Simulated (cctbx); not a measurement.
# TmHfI7 with cctbx, script by script

Library: cctbx 2025.11. The data are simulated by the first script.

## 1. Simulate the data

run.py:

```python
from cctbx import adptbx, crystal, miller, sgtbx, xray
from cctbx.array_family import flex
from iotbx.shelx import hklf
from scitbx import matrix
import scitbx.random

cs = crystal.symmetry(unit_cell=(8.793, 8.437, 12.06, 90, 103.14, 90), space_group_symbol='Hall: P 2yb')  # P2_1
atoms = [  # label, site, U (iso, or U11 U22 U33 U12 U13 U23 in A^2), occupancy
    ("Hf1", (0.8107, 0.2939, 0.2231), 0.0076, 1),
    ("Tm1", (0.6569, 0.2998, 0.6864), 0.0084, 1),
    ("I1", (0.3843, 0.5017, 0.7812), 0.0116, 1),
    ("I2", (0.8618, 0.2949, 0.4768), 0.0085, 1),
    ("I3", (0.7503, 0.3056, 0.9745), 0.0089, 1),
    ("I4", (0.4583, 0.0072, 0.7911), 0.0113, 1),
    ("I5", (0.9504, 0.0538, 0.7612), 0.0113, 1),
    ("I6", (0.9282, 0.5721, 0.7693), 0.0111, 1),
    ("I7", (0.457, 0.1084, 0.4753), 0.0092, 1),
]
xs = xray.structure(crystal_symmetry=cs)
for label, site, u, occ in atoms:
    u = adptbx.u_cif_as_u_star(cs.unit_cell(), u) if isinstance(u, tuple) else u
    xs.add_scatterer(xray.scatterer(label, site=site, u=u, occupancy=occ))
xs.set_inelastic_form_factors(0.71073, "sasaki")
xs.show_summary()
p1 = xs.expand_to_p1()
ms = miller.build_set(p1, anomalous_flag=True, d_min=0.77)
flex.set_random_seed(932288)
scitbx.random.set_random_seed(932288)
ms = ms.select(flex.random_double(ms.size()) < 0.9)
i = ms.structure_factors_from_scatterers(p1, algorithm="direct").f_calc().as_intensity_array().data()
i = i * 70000 / flex.max(i)
sig = flex.sqrt(i + flex.pow2(0.015 * i) + 4 ** 2)
noise = scitbx.random.variate(scitbx.random.normal_distribution())(i.size())
data = ms.array(data=i + sig * noise, sigmas=sig).set_observation_type_xray_intensity()
with open("data.hkl", "w") as f:
    data.export_as_shelx_hklf(f)
print("reflections written:", data.size(), " <I/sigma> = %.1f" % flex.mean(data.data() / data.sigmas()))
for h, a, b in list(data.sort("data"))[:12]:
    print("%4d%4d%4d %9.1f %7.1f" % (h + (a, b)))
```

```console
$ python run.py
```

```text
Number of scatterers: 9
At special positions: 0
Unit cell: (8.793, 8.437, 12.06, 90, 103.14, 90)
Space group: P 1 21 1 (No. 4)
reflections written: 7173  <I/sigma> = 32.6
   0  -4   0   71422.2  1079.7
   0   4   0   70479.3  1082.8
   0   0  -4   66832.3  1034.6
  -2  -2   0   50393.9   767.7
   2   2   0   48692.7   772.2
   2  -2  -1   46791.2   725.9
  -2  -2   1   45916.0   725.9
  -2   2   1   45896.7   714.9
   2   2  -1   45430.0   714.9
   4   4  -1   42781.9   665.3
  -4   4   1   42656.1   665.3
  -5   0   5   37351.8   578.9
```

Run time: 0.26 s on 1 thread of Arm Neoverse V2 (shared host), peak memory 0.07 GiB.

## 2. Refinement (refined in the given hand)

run.py:

```python
import math
from cctbx import adptbx, crystal, maptbx, sgtbx, xray
from cctbx.array_family import flex
from cctbx.xray import observations
from iotbx.shelx import hklf
from scitbx.lstbx import normal_eqns_solving
from smtbx import absolute_structure, utils
from smtbx.refinement import constraints, least_squares

cs = crystal.symmetry(unit_cell=(8.793, 8.437, 12.06, 90, 103.14, 90), space_group_symbol='Hall: P 2yb')  # P2_1
atoms = [  # label, site, U (iso, or U11 U22 U33 U12 U13 U23 in A^2), occupancy
    ("Hf1", (0.8112, 0.2924, 0.2238), 0.0200, 1),
    ("Tm1", (0.6566, 0.2978, 0.6854), 0.0200, 1),
    ("I1", (0.385, 0.4972, 0.7818), 0.0200, 1),
    ("I2", (0.8638, 0.2929, 0.4785), 0.0200, 1),
    ("I3", (0.7489, 0.3085, 0.9746), 0.0200, 1),
    ("I4", (0.4615, 0.0066, 0.7937), 0.0200, 1),
    ("I5", (0.9505, 0.0507, 0.7607), 0.0200, 1),
    ("I6", (0.9296, 0.5735, 0.7653), 0.0200, 1),
    ("I7", (0.4577, 0.1073, 0.4772), 0.0200, 1),
]
xs = xray.structure(crystal_symmetry=cs)
for label, site, u, occ in atoms:
    u = adptbx.u_cif_as_u_star(cs.unit_cell(), u) if isinstance(u, tuple) else u
    xs.add_scatterer(xray.scatterer(label, site=site, u=u, occupancy=occ))
xs.set_inelastic_form_factors(0.71073, "sasaki")
xs.convert_to_anisotropic()
raw = hklf.reader(file_name="data.hkl").as_miller_arrays(crystal_symmetry=cs, anomalous=True)[0]
merged = raw.eliminate_sys_absent().merge_equivalents()
fo2 = merged.array().set_observation_type_xray_intensity()
print("Rint %.3f, %d unique reflections to %.2f A" % (merged.r_int(), fo2.size(), fo2.d_min()))
for sc in xs.scatterers():
    sc.flags.set_grad_site(True)
    sc.flags.set_grad_u_aniso(sc.flags.use_u_aniso())
    sc.flags.set_grad_u_iso(sc.flags.use_u_iso())
obs = fo2.as_xray_observations()
extra = {}
rep = constraints.reparametrisation(xs, [], utils.connectivity_table(xs), **extra)
ls = least_squares.crystallographic_ls(obs, rep, weighting_scheme=least_squares.mainstream_shelx_weighting(a=0, b=0))
print("cycle     R1     wR2    GooF  max shift (A)")
for cycle in range(8):
    ls.build_up()
    r1, wr2, goof = ls.r1_factor(cutoff_factor=2)[0], ls.wR2(), ls.goof()
    old = xs.sites_cart()
    normal_eqns_solving.levenberg_marquardt_iterations(ls, n_max_iterations=3, tau=1e-06, step_threshold=1e-7)
    big = flex.max((xs.sites_cart() - old).norms())
    print("%4d %7.4f %7.4f %7.3f %9.5f" % (cycle + 1, r1, wr2, goof, big))
    ls.build_up(objective_only=True)
    if abs(ls.wR2() - wr2) < 5e-5 and big < 5e-4:
        break
ls.build_up()
print("final R1 %.4f wR2 %.4f GooF %.3f  parameters %d  data/parameter %.1f" % (ls.r1_factor(cutoff_factor=2)[0], ls.wR2(), ls.goof(), ls.n_parameters, fo2.size() / ls.n_parameters))
cov = ls.covariance_matrix_and_annotations()
su = dict(zip(cov.annotations, (math.sqrt(max(v, 0)) for v in cov.matrix.matrix_packed_u_diagonal())))
a2 = cs.unit_cell().reciprocal_parameters()[0] ** -2
print("atom        x        y        z      Ueq    occ   su(xyz)  su(Uiso or U11)")
for sc in xs.scatterers():
    s = max(su.get(sc.label + k, 0) for k in (".x", ".y", ".z"))
    npd = "" if sc.is_positive_definite_u(cs.unit_cell()) else "  NPD"
    print("%-5s %8.5f %8.5f %8.5f %8.4f %6.3f %8.5f %7.4f%s" % ((sc.label,) + sc.site + (sc.u_iso_or_equiv(cs.unit_cell()), sc.occupancy, s, su.get(sc.label + ".uiso", su.get(sc.label + ".u11", 0) * a2), npd)))
fc = fo2.structure_factors_from_scatterers(xs, algorithm="direct").f_calc()
absolute_structure.flack_analysis(xs, fo2.as_xray_observations()).show()
h = absolute_structure.hooft_analysis(fo2, fc, scale_factor=ls.scale_factor())
print("Hooft y: %.3f(%.0f)  Bijvoet pairs: %d" % (h.hooft_y, 1000 * h.sigma_y, h.n_bijvoet_pairs))
fo = fo2.f_sq_as_f()
fc = fo.structure_factors_from_scatterers(xs, algorithm="direct").f_calc()
diff = fo.f_obs_minus_f_calc(1 / math.sqrt(ls.scale_factor()), fc).average_bijvoet_mates()
m = diff.fft_map(symmetry_flags=maptbx.use_space_group_symmetry, resolution_factor=0.25).apply_volume_scaling()
print("difference map: max %.2f min %.2f rms %.2f" % (m.statistics().max(), m.statistics().min(), m.statistics().sigma()))
peaks = m.peak_search(parameters=maptbx.peak_search_parameters(min_distance_sym_equiv=0.6, max_clusters=6)).all()
near = xs.closest_distances(peaks.sites(), distance_cutoff=4)
sps = cs.special_position_settings(min_distance_sym_equiv=0.5)
for k, (x, h) in enumerate(zip(peaks.sites(), peaks.heights())):
    ss = sps.site_symmetry(x)
    print("Q%-3d %7.4f %7.4f %7.4f %4d %7.2f  %.2f A from %s" % ((k + 1,) + tuple(t % 1 for t in ss.exact_site()) + (ss.multiplicity(), h, near.smallest_distances[k], xs.scatterers()[near.i_seqs[k]].label)))
```

```console
$ python run.py
```

```text
Rint 0.013, 3952 unique reflections to 0.77 A
cycle     R1     wR2    GooF  max shift (A)
   1  0.1077  0.2476  11.173   0.05734
   2  0.0087  0.0213   0.960   0.00001
final R1 0.0087 wR2 0.0213 GooF 0.960  parameters 81  data/parameter 48.8
atom        x        y        z      Ueq    occ   su(xyz)  su(Uiso or U11)
Hf1    0.81069  0.29266  0.22310   0.0076  1.000  0.00002  0.0001
Tm1    0.65688  0.29856  0.68640   0.0084  1.000  0.00002  0.0001
I1     0.38426  0.50038  0.78121   0.0116  1.000  0.00003  0.0001
I2     0.86179  0.29366  0.47680   0.0085  1.000  0.00003  0.0001
I3     0.75032  0.30439  0.97451   0.0089  1.000  0.00003  0.0001
I4     0.45830  0.00598  0.79111   0.0113  1.000  0.00003  0.0001
I5     0.95041  0.05249  0.76124   0.0112  1.000  0.00003  0.0001
I6     0.92820  0.57086  0.76933   0.0111  1.000  0.00002  0.0001
I7     0.45699  0.10717  0.47530   0.0092  1.000  0.00002  0.0001
Flack x: -0.003(3)
Hooft y: -0.002(3)  Bijvoet pairs: 1824
difference map: max 0.35 min -0.35 rms 0.08
Q1    0.3226  0.2228  0.7161    2    0.37  2.26 A from I4
Q2    0.0185  0.8141  0.1772    2    0.34  2.28 A from I6
Q3    0.0672  0.0591  0.9456    2    0.34  2.23 A from I5
Q4    0.0771  0.5187  0.9388    2    0.33  2.21 A from I6
Q5    0.2363  0.5118  0.6536    2    0.31  1.78 A from I1
Q6    0.1967  0.5866  0.1871    2    0.31  1.58 A from I5
```

Time: 0.44 s.

## 3. Refinement

run.py, as its changes from the last script of this kind:

```diff
@@ -12,9 +12,9 @@
-    ("Hf1", (0.8112, 0.2924, 0.2238), 0.0200, 1),
-    ("Tm1", (0.6566, 0.2978, 0.6854), 0.0200, 1),
-    ("I1", (0.385, 0.4972, 0.7818), 0.0200, 1),
-    ("I2", (0.8638, 0.2929, 0.4785), 0.0200, 1),
-    ("I3", (0.7489, 0.3085, 0.9746), 0.0200, 1),
-    ("I4", (0.4615, 0.0066, 0.7937), 0.0200, 1),
-    ("I5", (0.9505, 0.0507, 0.7607), 0.0200, 1),
-    ("I6", (0.9296, 0.5735, 0.7653), 0.0200, 1),
-    ("I7", (0.4577, 0.1073, 0.4772), 0.0200, 1),
+    ("Hf1", (0.18931, 0.70734, 0.7769), 0.0076, 1),
+    ("Tm1", (0.34312, 0.70144, 0.3136), 0.0084, 1),
+    ("I1", (0.61574, 0.49962, 0.21879), 0.0116, 1),
+    ("I2", (0.13821, 0.70634, 0.5232), 0.0085, 1),
+    ("I3", (0.24968, 0.69561, 0.02549), 0.0089, 1),
+    ("I4", (0.5417, 0.99402, 0.20889), 0.0113, 1),
+    ("I5", (0.04959, 0.94751, 0.23876), 0.0112, 1),
+    ("I6", (0.0718, 0.42914, 0.23067), 0.0111, 1),
+    ("I7", (0.54301, 0.89283, 0.5247), 0.0092, 1),
```

```console
$ python run.py
```

```text
Rint 0.013, 3952 unique reflections to 0.77 A
cycle     R1     wR2    GooF  max shift (A)
   1  0.0380  0.1111   5.015   0.00377
   2  0.0379  0.1095   4.941   0.00000
final R1 0.0379 wR2 0.1095 GooF 4.941  parameters 81  data/parameter 48.8
atom        x        y        z      Ueq    occ   su(xyz)  su(Uiso or U11)
Hf1    0.18933  0.70696  0.77689   0.0079  1.000  0.00008  0.0003
Tm1    0.34310  0.70109  0.31360   0.0085  1.000  0.00009  0.0003
I1     0.61570  0.49966  0.21871   0.0119  1.000  0.00013  0.0005
I2     0.13829  0.70655  0.52325   0.0082  1.000  0.00013  0.0004
I3     0.24959  0.69605  0.02548   0.0089  1.000  0.00014  0.0004
I4     0.54170  0.99413  0.20885   0.0115  1.000  0.00013  0.0005
I5     0.04951  0.94763  0.23869   0.0115  1.000  0.00013  0.0005
I6     0.07172  0.42944  0.23068   0.0110  1.000  0.00013  0.0005
I7     0.54298  0.89292  0.52453   0.0097  1.000  0.00012  0.0004
Flack x: 0.986(4)
Hooft y: 1.019(4)  Bijvoet pairs: 1824
difference map: max 3.34 min -0.68 rms 0.16
Q1    0.1894  0.7174  0.7771    2    3.68  0.09 A from Hf1
Q2    0.3442  0.7109  0.3131    2    2.57  0.08 A from Tm1
Q3    0.4556  0.3860  0.4649    2    1.53  0.14 A from I7
Q4    0.2709  0.6709  0.0174    2    1.01  0.31 A from I3
Q5    0.3762  0.9921  0.7767    2    0.99  0.10 A from I1
Q6    0.0653  0.9265  0.2505    2    0.91  0.25 A from I5
```

Time: 0.43 s.

This run holds a fault made on purpose: the structure inverted.

## 4. Simulate the data

run.py, as its changes from the last script of this kind:

```diff
@@ -23 +23 @@
-xs.set_inelastic_form_factors(0.71073, "sasaki")
+xs.set_inelastic_form_factors(1.54184, "sasaki")
@@ -26,3 +26,3 @@
-ms = miller.build_set(p1, anomalous_flag=True, d_min=0.77)
-flex.set_random_seed(932288)
-scitbx.random.set_random_seed(932288)
+ms = miller.build_set(p1, anomalous_flag=True, d_min=0.83)
+flex.set_random_seed(465681)
+scitbx.random.set_random_seed(465681)
@@ -31,2 +31,2 @@
-i = i * 70000 / flex.max(i)
-sig = flex.sqrt(i + flex.pow2(0.015 * i) + 4 ** 2)
+i = i * 5000 / flex.max(i)
+sig = flex.sqrt(i + flex.pow2(0.02 * i) + 2 ** 2)
```

```console
$ python run.py
```

```text
Number of scatterers: 9
At special positions: 0
Unit cell: (8.793, 8.437, 12.06, 90, 103.14, 90)
Space group: P 1 21 1 (No. 4)
reflections written: 5773  <I/sigma> = 11.5
   0   0   4    5251.5   122.5
   0   4   0    5062.1   120.4
   0  -4   0    4961.3   120.7
   0   0  -4    4873.1   122.5
   4   0  -1    4329.4   108.3
  -4   0   1    4122.7   108.3
   2  -2   0    3628.8    93.2
   2   2   0    3557.4    92.7
  -2  -2   0    3555.0    93.2
  -2   2   0    3403.0    92.7
  -2   2   1    3295.4    86.8
  -2  -2   1    3204.7    85.4
```

Time: 0.25 s.

## 5. Refinement (refined in the given hand)

run.py, as its changes from the last script of this kind:

```diff
@@ -12,9 +12,9 @@
-    ("Hf1", (0.18931, 0.70734, 0.7769), 0.0076, 1),
-    ("Tm1", (0.34312, 0.70144, 0.3136), 0.0084, 1),
-    ("I1", (0.61574, 0.49962, 0.21879), 0.0116, 1),
-    ("I2", (0.13821, 0.70634, 0.5232), 0.0085, 1),
-    ("I3", (0.24968, 0.69561, 0.02549), 0.0089, 1),
-    ("I4", (0.5417, 0.99402, 0.20889), 0.0113, 1),
-    ("I5", (0.04959, 0.94751, 0.23876), 0.0112, 1),
-    ("I6", (0.0718, 0.42914, 0.23067), 0.0111, 1),
-    ("I7", (0.54301, 0.89283, 0.5247), 0.0092, 1),
+    ("Hf1", (0.8139, 0.293, 0.2279), 0.0200, 1),
+    ("Tm1", (0.6542, 0.2965, 0.687), 0.0200, 1),
+    ("I1", (0.3861, 0.5022, 0.7799), 0.0200, 1),
+    ("I2", (0.8628, 0.2973, 0.4773), 0.0200, 1),
+    ("I3", (0.751, 0.3032, 0.9734), 0.0200, 1),
+    ("I4", (0.4596, 0.0077, 0.7925), 0.0200, 1),
+    ("I5", (0.9488, 0.0536, 0.7619), 0.0200, 1),
+    ("I6", (0.929, 0.5692, 0.7712), 0.0200, 1),
+    ("I7", (0.4585, 0.1081, 0.4736), 0.0200, 1),
@@ -26 +26 @@
-xs.set_inelastic_form_factors(0.71073, "sasaki")
+xs.set_inelastic_form_factors(1.54184, "sasaki")
```

```console
$ python run.py
```

```text
Rint 0.034, 3164 unique reflections to 0.83 A
cycle     R1     wR2    GooF  max shift (A)
   1  0.1070  0.2253   3.870   0.05846
   2  0.0247  0.0537   0.922   0.00002
final R1 0.0247 wR2 0.0537 GooF 0.922  parameters 81  data/parameter 39.1
atom        x        y        z      Ueq    occ   su(xyz)  su(Uiso or U11)
Hf1    0.81075  0.29304  0.22308   0.0076  1.000  0.00007  0.0002
Tm1    0.65699  0.29904  0.68643   0.0084  1.000  0.00008  0.0003
I1     0.38426  0.50068  0.78122   0.0116  1.000  0.00008  0.0003
I2     0.86184  0.29397  0.47675   0.0085  1.000  0.00009  0.0003
I3     0.75029  0.30466  0.97450   0.0088  1.000  0.00009  0.0003
I4     0.45840  0.00610  0.79105   0.0113  1.000  0.00008  0.0003
I5     0.95040  0.05283  0.76116   0.0112  1.000  0.00008  0.0003
I6     0.92822  0.57124  0.76937   0.0114  1.000  0.00008  0.0003
I7     0.45702  0.10742  0.47529   0.0092  1.000  0.00008  0.0003
Flack x: -0.010(8)
Hooft y: -0.010(10)  Bijvoet pairs: 1454
difference map: max 0.97 min -0.97 rms 0.23
Q1    0.0268  0.0043  0.5619    2    1.01  2.13 A from I2
Q2    0.0796  0.3472  0.8673    2    0.99  2.45 A from I6
Q3    0.0645  0.2927  0.0100    2    0.98  2.70 A from I3
Q4    0.1560  0.2032  0.3021    2    0.98  1.50 A from I6
Q5    0.2129  0.2911  0.5144    2    0.94  2.77 A from I7
Q6    0.4906  0.6961  0.6857    2    0.89  2.22 A from I7
```

Time: 0.43 s.

## 6. Simulate the data

run.py, as its changes from the last script of this kind:

```diff
@@ -23 +23 @@
-xs.set_inelastic_form_factors(1.54184, "sasaki")
+xs.set_inelastic_form_factors(0.4959, "sasaki")
@@ -26,3 +26,3 @@
-ms = miller.build_set(p1, anomalous_flag=True, d_min=0.83)
-flex.set_random_seed(465681)
-scitbx.random.set_random_seed(465681)
+ms = miller.build_set(p1, anomalous_flag=True, d_min=0.84)
+flex.set_random_seed(917975)
+scitbx.random.set_random_seed(917975)
@@ -30,0 +31,4 @@
+law = matrix.sqr((-1, 0, 0, 0, -1, 0, 0, 0, -1))
+mate = flex.miller_index([tuple(matrix.row(h) * law) for h in ms.indices()])
+i2 = ms.customized_copy(indices=mate).structure_factors_from_scatterers(p1, algorithm="direct").f_calc().as_intensity_array().data()
+i = (1 - 0.8) * i + 0.8 * i2
@@ -32 +36 @@
-sig = flex.sqrt(i + flex.pow2(0.02 * i) + 2 ** 2)
+sig = flex.sqrt(i + flex.pow2(0.015 * i) + 4 ** 2)
```

```console
$ python run.py
```

```text
Number of scatterers: 9
At special positions: 0
Unit cell: (8.793, 8.437, 12.06, 90, 103.14, 90)
Space group: P 1 21 1 (No. 4)
reflections written: 5580  <I/sigma> = 11.5
   0   4   0    4919.8   103.1
   0   0  -4    4864.6    99.4
   0  -4   0    4862.3   103.2
   4   0  -1    4468.6    93.8
  -4   0   1    4177.8    93.8
  -2   2   0    3587.8    79.4
  -2  -2   0    3586.0    79.5
   2   2  -1    3489.2    75.9
   2  -2   0    3489.2    79.5
   2   2   0    3437.6    79.4
   2  -2  -1    3310.0    75.6
  -2   2   1    3303.5    75.9
```

Run time: 0.27 s on 1 thread of Arm Neoverse V2 (shared host), peak memory 0.07 GiB.

[Logs are printed without paths, hosts, clocks, repeated set-up lines and the standing remarks that a program may print on its own settings, such as how far it seeks lower states.]
